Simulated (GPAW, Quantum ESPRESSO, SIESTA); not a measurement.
# In-plane stress of hcp Ti under biaxial strain, QE, PBE

Calculated with Quantum ESPRESSO 7.5: PBE; plane waves, GBRV 1.5 ultrasoft, 45/270 Ry; k-mesh 12×12×7. The first two cell vectors are strained alike from typed lattice constants; the third vector's length and the atoms are relaxed.

| in-plane strain (%) | in-plane stress (GPa, compression positive) |
| --- | --- |
| -4 | 8.274 |
| -3 | 6.23 |
| -2 | 4.047 |
| -1 | 1.97 |
| 0 | -0.031 |
| +1 | -2.001 |
| +2 | -3.725 |
| +3 | ? |
| +4 | -6.721 |

Task: Fit a second-order form in the logarithmic strain to the rows given and interpolate to the withheld row.

**Working.**

With u = ln[(1 + ε)/(1 + ε0)], counted from the row at ε0 = +0 % where y0 = -0.031, a second-order form y = y0 + a u + b u² makes v = (y − y0)/u a line in u.

| u | v |
| --- | --- |
| -0.0408220 | -203.444 |
| -0.0304592 | -205.554 |
| -0.0202027 | -201.854 |
| -0.0100503 | -199.098 |
| 0.00995033 | -197.983 |
| 0.0198026 | -186.541 |
| 0.0392207 | -170.573 |

With n = 7: mean u = -0.00465151, mean v = -195.007, Σ(u − ū)² = 0.0049813, Σ(u − ū)(v − v̄) = 1.9415. Slope b = 1.9415 / 0.0049813 = 389.75; intercept a = v̄ − b ū = -193.19.

At the withheld row u = 0.02956, v = a + b u = -181.7, and y = y0 + u v.

Prediction at +3: -5.401 GPa. The run gave -5.319 GPa, so the fit is low by 0.082 GPa (1.5 % of the value).

The first-order term gives a biaxial modulus of 193 GPa at ε0. The second-order term makes up 6.3 % of v at the withheld row. Among the rows given, the largest miss of the fit is at +4, by 0.29 GPa (1.9 % of the range of the table).

Limits: The nuclei are static. The DFT runs use Fermi–Dirac occupations of width 0.1 eV, and energies are free energies. The rows don't follow a smooth parabola (r.m.s. departure 0.6 % of their range), so v is no line in u and the first-order term is poorly fixed; a kink, the k-mesh or scatter of the relaxations can each do this.

[Hosts, paths, dates, database ids (printed as entryN), source tags and the programs' standing remarks are cut or masked in the printed files.]
